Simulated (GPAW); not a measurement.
## Core-hole calculation of the B K edge in BN (P6_3/mmc)

What does one-electron theory with a core hole give for the B K edge of BN (P6_3/mmc)?

Main program and level: GPAW 26.7.0; X-ray absorption from dipole matrix elements to empty bands, plane-wave PAW LDA.

An experiment to compare with: “Outstanding Thermal Conductivity of Single Atomic Layer Isotope-Modified Boron Nitride” (2020, arxiv:2008.00443). The in-plane thermal conductivity of suspended one- to three-layer hexagonal boron nitride enriched in boron-10 or boron-11 was measured near room temperature by the optothermal Raman technique. Raman, X-ray absorption and electron diffraction were used to characterise the exfoliated sheets and their parent crystals. It reports B K-edge features by NEXAFS at 55 deg incidence on isotopically pure and natural BN, same position in all; the values are set beside the results at the end.

Most raw output is cut from this account.

The database entry behind the starting cell differs from later determinations by our own check (about 0.3 % short, minor phase), so it need not match the best structure at ambient conditions.

## (1) The structure

Symmetry: P6_3/mmc, No. 194, hexagonal system. The conventional cell has a = 2.498 Å, b = 2.498 Å, c = 6.636 Å, α = 90.00°, β = 90.00°, γ = 120.00°. N has 3 B at 1.44 Å nearest. Nearest to B lie 3 N at 1.44 Å. Farther neighbours and most contacts between anions are not listed.

## (2) The field without a hole

The ground state comes first: it tells whether the system has a gap, which decides how the excited electron is treated.

File scf.py:

```python
import numpy as np
from ase import Atoms
from ase.parallel import parprint, paropen
from gpaw import GPAW, PW, FermiDirac, Mixer, MixerDif, setup_paths
from gpaw.test import gen
setup_paths.insert(0, '.')
gen('B', name='nch1s', xcname='LDA', corehole=(1, 0, 0), write_xml=True)
from gpaw.mpi import world
world.barrier()

atoms = Atoms('N2B2',
    cell=[[2.49824, 0, 0],
     [-1.24912, 2.1635393, 0],
     [0, 0, 6.6357]],
    scaled_positions=[[0.66666667, 0.33333333, 0.25],
     [0.33333333, 0.66666667, 0.75],
     [0.66666667, 0.33333333, 0.75],
     [0.33333333, 0.66666667, 0.25]],
    pbc=True)
atoms.calc = calc = GPAW(legacy_gpaw=True, mode=PW(500), xc='LDA', setups={2: 'nch1s'},
    kpts={'size': (11, 11, 4), 'gamma': True}, occupations=FermiDirac(0.05),
    charge=0, mixer=Mixer(0.1, 5, 50), maxiter=150,
    convergence={'density': 0.0001}, txt='scf.txt')
energy = atoms.get_potential_energy() + calc.get_reference_energy()
ef = calc.get_fermi_level()
out = dict(energy=energy, fermi=ef, forces=atoms.get_forces().tolist())
parprint(f'all-electron energy {energy:.4f} eV, Fermi level {ef:.4f} eV')
ev = np.array([[calc.get_eigenvalues(k, s) for k in range(len(calc.get_ibz_k_points()))] for s in range(calc.get_number_of_spins())])
out['homo'], out['lumo'], out['counts'] = ev[ev < ef].max(), ev[ev > ef].min(), sorted(set((ev < ef).sum((0, 2)).tolist()))
out['filled'] = (ev[:, 0] < ef).sum(1).tolist()
import json
with paropen('out.json', 'w') as f:
    json.dump(out, f)
```

Launch:

```
OMP_NUM_THREADS=1 mpirun -n 2 gpaw python scf.py
```

The job ended after 7.8 s (2 MPI ranks of AMD EPYC 9R45 (Zen 5), shared host; peak memory 0.2 GiB; 14 s of CPU time).

The mesh shows a gap of 4.13 eV, so the hole is first treated in a charged cell, without the excited electron.

## (3) Spectrum without a core hole, B atom 3

This cheap baseline ignores the attraction of the hole: it shows the absorber's empty states as they are in the ground state. The data set with a hole of occupation 0 only carries the core orbital.

The absorber has 3 N at 1.44 Å (trigonal planar, site symmetry -6m2).

File xas.py:

```python
import numpy as np
from ase import Atoms
from ase.parallel import parprint, paropen
from gpaw import GPAW, PW, FermiDirac, Mixer, MixerDif, setup_paths
from gpaw.test import gen
setup_paths.insert(0, '.')
gen('B', name='nch1s', xcname='LDA', corehole=(1, 0, 0), write_xml=True)
from gpaw.mpi import world
world.barrier()

atoms = Atoms('N2B2',
    cell=[[2.49824, 0, 0],
     [-1.24912, 2.1635393, 0],
     [0, 0, 6.6357]],
    scaled_positions=[[0.66666667, 0.33333333, 0.25],
     [0.33333333, 0.66666667, 0.75],
     [0.66666667, 0.33333333, 0.75],
     [0.33333333, 0.66666667, 0.25]],
    pbc=True)
atoms.calc = calc = GPAW(legacy_gpaw=True, mode=PW(500), xc='LDA', setups={2: 'nch1s'},
    kpts={'size': (11, 11, 4), 'gamma': True}, occupations=FermiDirac(0.02),
    charge=0, mixer=Mixer(0.1, 5, 50), maxiter=150,
    convergence={'density': 0.0001}, txt='scf.txt')
energy = atoms.get_potential_energy() + calc.get_reference_energy()
ef = calc.get_fermi_level()
out = dict(energy=energy, fermi=ef, forces=atoms.get_forces().tolist())
parprint(f'all-electron energy {energy:.4f} eV, Fermi level {ef:.4f} eV')
ev = np.array([[calc.get_eigenvalues(k, s) for k in range(len(calc.get_ibz_k_points()))] for s in range(calc.get_number_of_spins())])
out['homo'], out['lumo'], out['counts'] = ev[ev < ef].max(), ev[ev > ef].min(), sorted(set((ev < ef).sum((0, 2)).tolist()))
out['filled'] = (ev[:, 0] < ef).sum(1).tolist()

from ase.units import Ha
from gpaw.xas import dipole_matrix_elements
nb = int(calc.get_number_of_electrons() / 2) + 25
top = nb
nscf = calc.fixed_density(kpts={'size': (10, 10, 4), 'gamma': True},
    convergence={'eigenstates': 1.0}, txt='nscf.txt')
nscf.diagonalize_full_hamiltonian(nbands=nb)
cell = atoms.cell.array
ops = [cell.T @ U.T @ np.linalg.inv(cell.T) for U in nscf.wfs.kd.symmetry.op_scc]
filled = [8]  # bands filled in the ground state, by spin
E = np.arange(-25, 34, 0.1)
fwhm = np.interp(E, [4, 25], [0.9, 3.5])
Y, X, zero, highest = 0, 0, 1e9, 1e9
for spin in range(nscf.get_number_of_spins()):
    wfs = nscf.wfs
    A = dipole_matrix_elements(wfs.setups[2])
    eps = np.zeros((wfs.kd.nibzkpts, nb))
    d = np.zeros((3, A.shape[1], wfs.kd.nibzkpts, nb), complex)
    for kpt in wfs.kpt_u:
        if kpt.s == spin and 2 in kpt.P_ani:
            eps[kpt.k] = kpt.eps_n * Ha
            d[:, :, kpt.k] = (kpt.weight * wfs.nspins / 2) ** 0.5 * np.inner(A, kpt.P_ani[2])
    world.sum(eps)
    world.sum(d)
    T = np.einsum('amkn,bmkn->abkn', d, d.conj()).real
    T = sum(np.einsum('ai,ijkn,bj->abkn', R, T, R) for R in ops) / len(ops)
    empty = np.ones_like(eps, bool) & (np.arange(nb) >= filled[spin])
    zero, highest = min(zero, eps[empty].min()), min(highest, eps[:, top - 1].min())
    lines = [(eps, T, empty)] if spin == 0 else lines + [(eps, T, empty)]
for eps, T, empty in lines:
    f = np.einsum('aakn->akn', T).reshape(3, -1)
    x = eps.ravel() - zero
    w = np.interp(x, E, fwhm) / 2.35482
    g = np.exp(-0.5 * ((E[:, None] - x) / w) ** 2) / (w * (2 * np.pi) ** 0.5)
    Y = Y + (f * empty.ravel()) @ g.T
    X = X + (f * ~empty.ravel()) @ g.T
out.update(E=E.round(2).tolist(), xas=Y.tolist(), xes=X.tolist(), zero=zero, valid=highest - zero, nk=len(eps), nb=nb)
for i in range(0, len(E), 10):
    parprint(f'{E[i]:7.2f}', *(f'{v:10.3e}' for v in Y[:, i]))
import json
with paropen('out.json', 'w') as f:
    json.dump(out, f)
```

Launch:

```
OMP_NUM_THREADS=1 mpirun -n 2 gpaw python xas.py
```

It took 41 s on 2 MPI ranks; peak memory 0.33 GiB.

The B K spectrum, B atom 3, no core hole (energy from the lowest empty level; intensity scaled to a mean of 1 over the first 20 eV; polarised curves are means over the symmetry-equivalent atoms):

| E (eV) | isotropic | ε ⊥ c | ε ∥ c |
| --- | --- | --- | --- |
| -2.0 | 0.00 | 0.00 | 0.00 |
| -1.4 | 0.00 | 0.00 | 0.00 |
| -0.8 | 0.01 | 0.00 | 0.03 |
| -0.2 | 0.23 | 0.00 | 0.69 |
| 0.4 | 1.08 | 0.00 | 3.24 |
| 1.0 | 1.43 | 0.00 | 4.29 |
| 1.6 | 1.11 | 0.00 | 3.33 |
| 2.2 | 0.74 | 0.01 | 2.20 |
| 2.8 | 0.65 | 0.01 | 1.93 |
| 3.4 | 0.44 | 0.02 | 1.30 |
| 4.0 | 0.26 | 0.02 | 0.75 |
| 4.6 | 0.35 | 0.04 | 0.97 |
| 5.2 | 0.42 | 0.12 | 1.01 |
| 5.8 | 0.50 | 0.36 | 0.78 |
| 6.4 | 0.96 | 0.89 | 1.09 |
| 7.0 | 1.56 | 1.73 | 1.20 |
| 7.6 | 1.84 | 2.13 | 1.26 |
| 8.2 | 1.64 | 1.74 | 1.45 |
| 8.8 | 1.27 | 1.21 | 1.40 |
| 9.4 | 1.00 | 0.92 | 1.16 |
| 10.0 | 1.01 | 1.00 | 1.02 |
| 10.6 | 1.21 | 1.24 | 1.15 |
| 11.2 | 1.31 | 1.28 | 1.36 |
| 11.8 | 1.22 | 1.15 | 1.35 |
| 12.4 | 1.14 | 1.15 | 1.10 |
| 13.0 | 1.15 | 1.31 | 0.84 |
| 13.6 | 1.16 | 1.38 | 0.71 |
| 14.2 | 1.10 | 1.30 | 0.68 |
| 14.8 | 1.05 | 1.25 | 0.65 |
| 15.4 | 1.10 | 1.34 | 0.61 |
| 16.0 | 1.19 | 1.49 | 0.59 |
| 16.6 | 1.21 | 1.53 | 0.57 |
| 17.2 | 1.10 | 1.37 | 0.56 |
| 17.8 | 0.91 | 1.10 | 0.54 |
| 18.4 | 0.73 | 0.83 | 0.53 |
| 19.0 | 0.63 | 0.69 | 0.52 |
| 19.6 | 0.63 | 0.69 | 0.51 |
| 20.2 | 0.72 | 0.83 | 0.50 |
| 20.8 | 0.89 | 1.09 | 0.50 |
| 21.4 | 1.13 | 1.45 | 0.51 |
| 22.0 | 1.39 | 1.82 | 0.52 |
| 22.6 | 1.60 | 2.13 | 0.54 |
| 23.2 | 1.71 | 2.29 | 0.54 |
| 23.8 | 1.68 | 2.25 | 0.53 |
| 24.4 | 1.54 | 2.05 | 0.51 |
| 25.0 | 1.33 | 1.74 | 0.50 |
| 25.6 | 1.11 | 1.41 | 0.50 |
| 26.2 | 0.90 | 1.09 | 0.52 |
| 26.8 | 0.73 | 0.81 | 0.57 |
| 27.4 | 0.61 | 0.59 | 0.65 |
| 28.0 | 0.54 | 0.43 | 0.75 |
| 28.6 | 0.50 | 0.33 | 0.85 |
| 29.2 | 0.50 | 0.27 | 0.95 |
| 29.8 | 0.51 | 0.25 | 1.03 |

Main maxima below 24 eV (height): 1.0 eV (1.43), 7.6 eV (1.84), 11.1 eV (1.31), 13.4 eV (1.16), 16.4 eV (1.22) and 23.4 eV (1.71). A K edge sees empty p states; at this planar three-fold site the curve for the electric vector normal to the plane peaks at 1.0 eV, where it is mainly π* that absorbs: that direction carries over 70 % of the weight there.

The same matrix elements for filled bands give the B K emission of B atom 3 (ground-state approximation; energy from the lowest empty level, largest value 1):

| E (eV) | emission |
| --- | --- |
| -24.00 | 0.00 |
| -23.25 | 0.00 |
| -22.50 | 0.00 |
| -21.75 | 0.01 |
| -21.00 | 0.04 |
| -20.25 | 0.09 |
| -19.50 | 0.19 |
| -18.75 | 0.37 |
| -18.00 | 0.22 |
| -17.25 | 0.01 |
| -16.50 | 0.00 |
| -15.75 | 0.00 |
| -15.00 | 0.00 |
| -14.25 | 0.00 |
| -13.50 | 0.01 |
| -12.75 | 0.18 |
| -12.00 | 0.34 |
| -11.25 | 0.22 |
| -10.50 | 0.26 |
| -9.75 | 0.47 |
| -9.00 | 0.68 |
| -8.25 | 1.00 |
| -7.50 | 0.88 |
| -6.75 | 0.58 |
| -6.00 | 0.52 |
| -5.25 | 0.28 |
| -4.50 | 0.09 |
| -3.75 | 0.01 |
| -3.00 | 0.00 |
| -2.25 | 0.00 |
| -1.50 | 0.00 |
| -0.75 | 0.00 |
| 0.00 | 0.00 |
| 0.75 | 0.00 |
| 1.50 | 0.00 |
| 2.25 | 0.00 |
| 3.00 | 0.00 |

Emission maxima: -18.6 eV (0.40), -12.0 eV (0.34) and -8.2 eV (1.00).

## (4) Reference energy of the supercell

The photon energy needs a difference of total energies, so the cell and mesh of the coming hole run are first run without a hole.

Changes to scf.py since step 2:

```diff
@@ -10,13 +10,25 @@
 
-atoms = Atoms('N2B2',
-    cell=[[2.49824, 0, 0],
-     [-1.24912, 2.1635393, 0],
+atoms = Atoms('N8B8',
+    cell=[[4.99648, 0, 0],
+     [-2.49824, 4.32707861, 0],
      [0, 0, 6.6357]],
-    scaled_positions=[[0.66666667, 0.33333333, 0.25],
+    scaled_positions=[[0.33333333, 0.16666667, 0.25],
+     [0.33333333, 0.66666667, 0.25],
+     [0.83333333, 0.16666667, 0.25],
+     [0.83333333, 0.66666667, 0.25],
+     [0.16666667, 0.33333333, 0.75],
+     [0.16666667, 0.83333333, 0.75],
+     [0.66666667, 0.33333333, 0.75],
+     [0.66666667, 0.83333333, 0.75],
+     [0.33333333, 0.16666667, 0.75],
      [0.33333333, 0.66666667, 0.75],
-     [0.66666667, 0.33333333, 0.75],
-     [0.33333333, 0.66666667, 0.25]],
+     [0.83333333, 0.16666667, 0.75],
+     [0.83333333, 0.66666667, 0.75],
+     [0.16666667, 0.33333333, 0.25],
+     [0.16666667, 0.83333333, 0.25],
+     [0.66666667, 0.33333333, 0.25],
+     [0.66666667, 0.83333333, 0.25]],
     pbc=True)
-atoms.calc = calc = GPAW(legacy_gpaw=True, mode=PW(500), xc='LDA', setups={2: 'nch1s'},
-    kpts={'size': (11, 11, 4), 'gamma': True}, occupations=FermiDirac(0.05),
+atoms.calc = calc = GPAW(legacy_gpaw=True, mode=PW(500), xc='LDA', setups={8: 'nch1s'},
+    kpts={'size': (4, 4, 3), 'gamma': True}, occupations=FermiDirac(0.02),
     charge=0, mixer=Mixer(0.1, 5, 50), maxiter=150,
```

Launch:

```
OMP_NUM_THREADS=1 mpirun -n 2 gpaw python scf.py
```

The job ended after 20 s (2 MPI ranks; peak memory 0.28 GiB).

Reference energy: -17217.450 eV with the cores included.

## (5) Spectrum with FCH, B atom 3

The holes are 5.0 Å apart. In GPAW the data set carries the hole's charge, so charge=0 means a charged cell and charge=-1 a neutral one. The excited electron is left out and a uniform background balances the charge. After the field has converged, empty bands are computed with the density fixed and the dipole matrix elements are summed.

Changes to xas.py since step 3:

```diff
@@ -6,3 +6,3 @@
 setup_paths.insert(0, '.')
-gen('B', name='nch1s', xcname='LDA', corehole=(1, 0, 0), write_xml=True)
+gen('B', name='fch1s', xcname='LDA', corehole=(1, 0, 1), write_xml=True)
 from gpaw.mpi import world
@@ -10,13 +10,25 @@
 
-atoms = Atoms('N2B2',
-    cell=[[2.49824, 0, 0],
-     [-1.24912, 2.1635393, 0],
+atoms = Atoms('N8B8',
+    cell=[[4.99648, 0, 0],
+     [-2.49824, 4.32707861, 0],
      [0, 0, 6.6357]],
-    scaled_positions=[[0.66666667, 0.33333333, 0.25],
+    scaled_positions=[[0.33333333, 0.16666667, 0.25],
+     [0.33333333, 0.66666667, 0.25],
+     [0.83333333, 0.16666667, 0.25],
+     [0.83333333, 0.66666667, 0.25],
+     [0.16666667, 0.33333333, 0.75],
+     [0.16666667, 0.83333333, 0.75],
+     [0.66666667, 0.33333333, 0.75],
+     [0.66666667, 0.83333333, 0.75],
+     [0.33333333, 0.16666667, 0.75],
      [0.33333333, 0.66666667, 0.75],
-     [0.66666667, 0.33333333, 0.75],
-     [0.33333333, 0.66666667, 0.25]],
+     [0.83333333, 0.16666667, 0.75],
+     [0.83333333, 0.66666667, 0.75],
+     [0.16666667, 0.33333333, 0.25],
+     [0.16666667, 0.83333333, 0.25],
+     [0.66666667, 0.33333333, 0.25],
+     [0.66666667, 0.83333333, 0.25]],
     pbc=True)
-atoms.calc = calc = GPAW(legacy_gpaw=True, mode=PW(500), xc='LDA', setups={2: 'nch1s'},
-    kpts={'size': (11, 11, 4), 'gamma': True}, occupations=FermiDirac(0.02),
+atoms.calc = calc = GPAW(legacy_gpaw=True, mode=PW(500), xc='LDA', setups={8: 'fch1s'},
+    kpts={'size': (4, 4, 3), 'gamma': True}, occupations=FermiDirac(0.02),
     charge=0, mixer=Mixer(0.1, 5, 50), maxiter=150,
@@ -33,11 +45,10 @@
 from gpaw.xas import dipole_matrix_elements
-nb = int(calc.get_number_of_electrons() / 2) + 25
-top = nb
-nscf = calc.fixed_density(kpts={'size': (10, 10, 4), 'gamma': True},
-    convergence={'eigenstates': 1.0}, txt='nscf.txt')
-nscf.diagonalize_full_hamiltonian(nbands=nb)
+nb = int(calc.get_number_of_electrons() / 2) + 88
+top, nb = nb, nb + 8 + nb // 12
+nscf = calc.fixed_density(kpts={'size': (5, 5, 4), 'gamma': True}, nbands=nb,
+    convergence={'bands': top, 'eigenstates': 1e-5}, maxiter=60, txt='nscf.txt')
 cell = atoms.cell.array
 ops = [cell.T @ U.T @ np.linalg.inv(cell.T) for U in nscf.wfs.kd.symmetry.op_scc]
-filled = [8]  # bands filled in the ground state, by spin
-E = np.arange(-25, 34, 0.1)
+filled = [32]  # bands filled in the ground state, by spin
+E = np.arange(-6, 34, 0.1)
 fwhm = np.interp(E, [4, 25], [0.9, 3.5])
@@ -46,3 +57,3 @@
     wfs = nscf.wfs
-    A = dipole_matrix_elements(wfs.setups[2])
+    A = dipole_matrix_elements(wfs.setups[8])
     eps = np.zeros((wfs.kd.nibzkpts, nb))
@@ -50,5 +61,5 @@
     for kpt in wfs.kpt_u:
-        if kpt.s == spin and 2 in kpt.P_ani:
+        if kpt.s == spin and 8 in kpt.P_ani:
             eps[kpt.k] = kpt.eps_n * Ha
-            d[:, :, kpt.k] = (kpt.weight * wfs.nspins / 2) ** 0.5 * np.inner(A, kpt.P_ani[2])
+            d[:, :, kpt.k] = (kpt.weight * wfs.nspins / 2) ** 0.5 * np.inner(A, kpt.P_ani[8])
     world.sum(eps)
```

Launch:

```
OMP_NUM_THREADS=1 mpirun -n 2 gpaw python xas.py
```

The job ended after 96 s (2 MPI ranks; peak memory 0.49 GiB; 3.2 min of CPU time).

[end of part 1 of 2]

[Logs are printed without paths, hosts, clocks, repeated set-up lines and the standing remarks that a program may print on its own settings, such as how far it seeks lower states.]

[Hosts, paths, dates, database ids (printed as entryN), source tags and the programs' standing remarks are cut or masked in the printed files.]

[Lists of maxima count a maximum above −3 eV only where it reaches 4 % of the highest in the window and stands out from its surroundings by 2 % of it (1.5 % where it reaches 55 %); shoulders and weaker maxima are passed over, and of the rest the first, up to two pre-edge ones and the few strongest are named.]
